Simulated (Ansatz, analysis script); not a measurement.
# Stoner picture of a free-standing square Re monolayer, spacing 2.904 Å, part 2 of 2

Is a free-standing square Re monolayer, spacing 2.904 Å magnetic, nearly magnetic or plainly paramagnetic? E(M) and M(B) tell.

Ansatz 0.2.0; LDA, PAW set soft_1 (files made for PBE).

So far. Step 8 (Total moment fixed at 0.955 μB): The energy is -22.0 meV from the state without spin, and the largest site carries 0.717 μB.

## (9) Total moment fixed at 1.5 μB

Level of this step: Ansatz DFT, collinear, total moment fixed by two Fermi levels; LDA, PAW set soft_1; PAW set soft_1 (Ansatz).

Input file input.yaml:

```yaml
crystal:
  lattice:
    - [2.904, 0.0, 0.0]
    - [0.0, 2.904, 0.0]
    - [0.0, 0.0, 14.0]
  atoms:
    - { symbol: Re, position: [0.0, 0.0, 0.5], spin: 1.5 }
magnetization:
  spin_polarized: true
  initial_magnetization: 1.5
  spin_locking: { lock_magnetization: hard }
kpoints:
  mp_grid: { grid: [19, 19, 1] }
hamiltonian:
  xc: lda
  pseudopotentials: { kind: paw, azcp: { folder: soft_1 }, xc_functional: pbe }
scf:
  occupations: { method: fermi_dirac, width: 0.1 }
  max_iter: 120
  convergence: { dr2_threshold: 1.0e-08 }
  lower_state_search: "off"
basis:
  ecutwfc: 420.0
```

Started as:

```sh
$ ansatz run input.yaml --threads 1 --pin off --max-ram 2560MiB --backend cpu --events-out ev --progress --plain --runs-dir out
```

Numbers of over 12 decimals in the logs are rounded to 6 here.

The program printed:

```text
[...]
Crystal: 1 atoms, lattice volume = 118.065 Å³
Basis set: ecut = 420 eV, 2291 PW (Γ)
Bands: 13, of which v1, the nominal top of the filled ones, is band 8 counted from 1 (7 counted from 0)
Symmetry: 16 space group operations
[...]
k-points: 55 of 361
[...]
Starting moments: Σ|m| = 1.5 μB on 1 of 1 site
[...]
SCF iter   9: F=-10603.057826 eV  HF=-10603.057826 eV  |F-HF|=2.15e-10  |Δ(HF+E_count)|=   1.01e-8  Δρ=5.67e-7 (↑5.67e-7 ↓1.36e-7)  dr2=4.44e-10  dr2_m=7.58e-11  M=1.500 μB ∫|m|=1.500 μB  ethr=6.67e-11  ⟨swp⟩=2.5  Hψ=2792  notcnv=0
SCF 1 converged in 9 iterations: F = -10603.057826 eV  dr2 = 4.44e-10
[...]
SCF converged after 9 iterations
[...]
Magnetization: 1.5000 μB (8.2500 up, 6.7500 down)
Absolute magnetization: 1.5003 μB (∫|ρ↑−ρ↓|, with the PAW one-centre terms)
[...]
Per-site moments (μB) at R_I (Å): [(1.123187, 1.1979)]
Free energy (F): -10603.057826 eV
[...]
Internal energy: -10602.987731 eV  (E = F + TS)
E sigma→0 (E₀):  -10603.022778 eV
Entropy (-TS):   -0.070094 eV (-70.094 meV/atom)
Fermi energy:    -1.714123 (↑ -1.600413, ↓ -1.827833) eV
[...]
```

Run time: 5.6 s. Hardware: 1 thread of Arm Neoverse V2, shared host; peak memory 0.4 GiB.

The energy is 4.90 meV from the state without spin, and the largest site carries 1.12 μB.

The other 7 runs of this kind were made alike; their results stand in the table below.

## (10) No field, tight threshold

A field gives a second route to the same curve. A thousand tesla shift each spin by 58 meV, and the threshold is tightened so that small induced moments are resolved.

input.yaml, the sections that differ from step 9:

```yaml
crystal:
  lattice:
    - [2.904, 0.0, 0.0]
    - [0.0, 2.904, 0.0]
    - [0.0, 0.0, 14.0]
  atoms:
    - { symbol: Re, position: [0.0, 0.0, 0.5], spin: 0.73 }
magnetization:
  spin_polarized: true
scf:
  occupations: { method: fermi_dirac, width: 0.1 }
  max_iter: 120
  convergence: { dr2_threshold: 1.0e-10 }
  lower_state_search: "off"
# kpoints, hamiltonian, basis: as in step 9
```

The program printed:

```text
[...]
Crystal: 1 atoms, lattice volume = 118.065 Å³
Basis set: ecut = 420 eV, 2291 PW (Γ)
Bands: 12, of which v1, the nominal top of the filled ones, is band 8 counted from 1 (7 counted from 0)
Symmetry: 16 space group operations
[...]
k-points: 55 of 361
[...]
Starting moments: Σ|m| = 0.73 μB on 1 of 1 site
[...]
SCF iter  21: F=-10603.084741 eV  HF=-10603.084741 eV  |F-HF|=1.82e-12  |Δ(HF+E_count)|=  2.47e-10  Δρ=8.29e-8 (↑8.29e-8 ↓6.25e-8)  dr2=4.51e-12  dr2_m=4.77e-12  M=0.971 μB ∫|m|=0.972 μB  ethr=1.00e-12  ⟨swp⟩=1.0  Hψ=3817  notcnv=0
SCF 1 converged in 21 iterations: F = -10603.084741 eV  dr2 = 4.51e-12
[...]
SCF converged after 21 iterations
Magnetization: 0.9714 μB (7.9857 up, 7.0143 down)
Absolute magnetization: 0.9719 μB (∫|ρ↑−ρ↓|, with the PAW one-centre terms)
[...]
Per-site moments (μB) at R_I (Å): [(0.728800, 1.1979)]
Free energy (F): -10603.084741 eV
[...]
Internal energy: -10603.009186 eV  (E = F + TS)
E sigma→0 (E₀):  -10603.046963 eV
Entropy (-TS):   -0.075555 eV (-75.555 meV/atom)
Fermi energy:    -1.859394 eV
[...]
```

Wall time 12 s (1 thread); peak memory 0.39 GiB.

The net moment is 0.971 μB a cell.

## (11) Field of 2000 T

input.yaml: that of step 10 with these lines changed.

```diff
@@ -9,2 +9,3 @@
   spin_polarized: true
+  magnetic_field: 2000.0
 kpoints:
```

The program printed:

```text
[...]
Crystal: 1 atoms, lattice volume = 118.065 Å³
Basis set: ecut = 420 eV, 2291 PW (Γ)
Bands: 12, of which v1, the nominal top of the filled ones, is band 8 counted from 1 (7 counted from 0)
Symmetry: 16 space group operations
[...]
k-points: 55 of 361
[...]
Starting moments: Σ|m| = 0.73 μB on 1 of 1 site
[...]
SCF converged after 14 iterations
Magnetization: 1.5081 μB (8.2540 up, 6.7460 down)
Absolute magnetization: 1.5084 μB (∫|ρ↑−ρ↓|, with the PAW one-centre terms)
[...]
Per-site moments (μB) at R_I (Å): [(1.129260, 1.1979)]
Free energy (F): -10603.231485 eV
[...]
Internal energy: -10603.161270 eV  (E = F + TS)
E sigma→0 (E₀):  -10603.196378 eV
Entropy (-TS):   -0.070215 eV (-70.215 meV/atom)
Fermi energy:    -1.711400 eV
[...]
```

Elapsed: 7.6 s, on 1 thread; peak memory 0.39 GiB.

The net moment is 1.51 μB a cell.

2 more runs differ from these in the same keys alone and are tabled below.

## (12) The curves

Table of energy less the state without spin by total moment:

| total moment (μB/cell) | energy less the state without spin (meV/cell) |
| --- | --- |
| 0.000 | 0 |
| 0.136 | -1.05 |
| 0.273 | -3.99 |
| 0.409 | -8.21 |
| 0.545 | -12.9 |
| 0.682 | -17.3 |
| 0.818 | -20.6 |
| 0.955 | -22.0 |
| 1.091 | -20.9 |
| 1.227 | -16.6 |
| 1.364 | -8.17 |
| 1.500 | 4.90 |

The field that holds a moment is half the difference of the two Fermi levels over μB.

Table of field that holds the moment by total moment:

| total moment (μB/cell) | field that holds the moment (T) |
| --- | --- |
| 0.136 | -261 |
| 0.273 | -470 |
| 0.409 | -585 |
| 0.545 | -593 |
| 0.682 | -498 |
| 0.818 | -312 |
| 0.955 | -38.8 |
| 1.091 | 325 |
| 1.227 | 789 |
| 1.364 | 1356 |
| 1.500 | 1964 |

Total moment against field:

| field (T) | total moment (μB/cell) |
| --- | --- |
| 0 | 0.971 |
| 500 | 1.15 |
| 1000 | 1.28 |
| 2000 | 1.51 |

A Landau fit E = a2 M² + a4 M⁴ + a6 M⁶ (meV, μB) and the Stoner form E ≈ M² (1/2N − I/4), with the slope taken at the first fixed moment:

Read from the output:

```yaml
density_of_states_at_the_fermi_level_no_spin: 3.084 states/eV/cell, both spins, broadened by the smearing
landau_coefficients_a2_a4_a6: -51.45, 33.26, -4.210 meV/μB², meV/μB^4, meV/μB^6
r_m_s_miss_of_the_landau_fit: 0.3262 meV
stoner_parameter_i: 0.8707 eV, of the cell
i_n_2: 1.342 I N / 2 from the slope at the first moment; over 1: unstable to a moment
```

## (13) Summary of results

| Property | Result |
| --- | --- |
| state of the free run | ferromagnetic |
| net moment of the free run | 0.971 μB |
| energy of the free run from the state without spin | -22.0 meV a cell |
| lowest of the fixed moments tried | M = 0.955 μB, -22.0 meV |
| dM/dB between 0 and 500 T | 0.349 μB a cell per 1000 T |

In words: At this level the system is magnetic: the free run keeps 0.729 μB on the largest site. No other order was typed. Among the fixed moments, E(M) falls 22.0 meV below the state without spin and is lowest near 0.955 μB on this grid. I·N/2 = 1.3 is over 1, so the state without spin is unstable to a uniform moment. The field acts on spins alone. The 15 fixed-moment and field runs took 1.8 min of wall time, added up. Energies are free energies at a smearing of 0.1 eV, and with partly filled levels differences shift, at times strongly, as the smearing goes to zero. The cell was taken as built, with atoms unrelaxed. In doubt: the program's search for lower states was switched off, so a lower magnetic state than those reached may exist.

[Logs and program files are shortened in this print: banners, set-up blocks, solver, clock and traceback lines can be left out without a mark of their own.]

[Logs are printed without paths, hosts, clocks, repeated set-up lines and the standing remarks that a program may print on its own settings, such as how far it seeks lower states.]

[Hosts, paths, dates, database ids (printed as entryN), source tags and the programs' standing remarks are cut or masked in the printed files.]
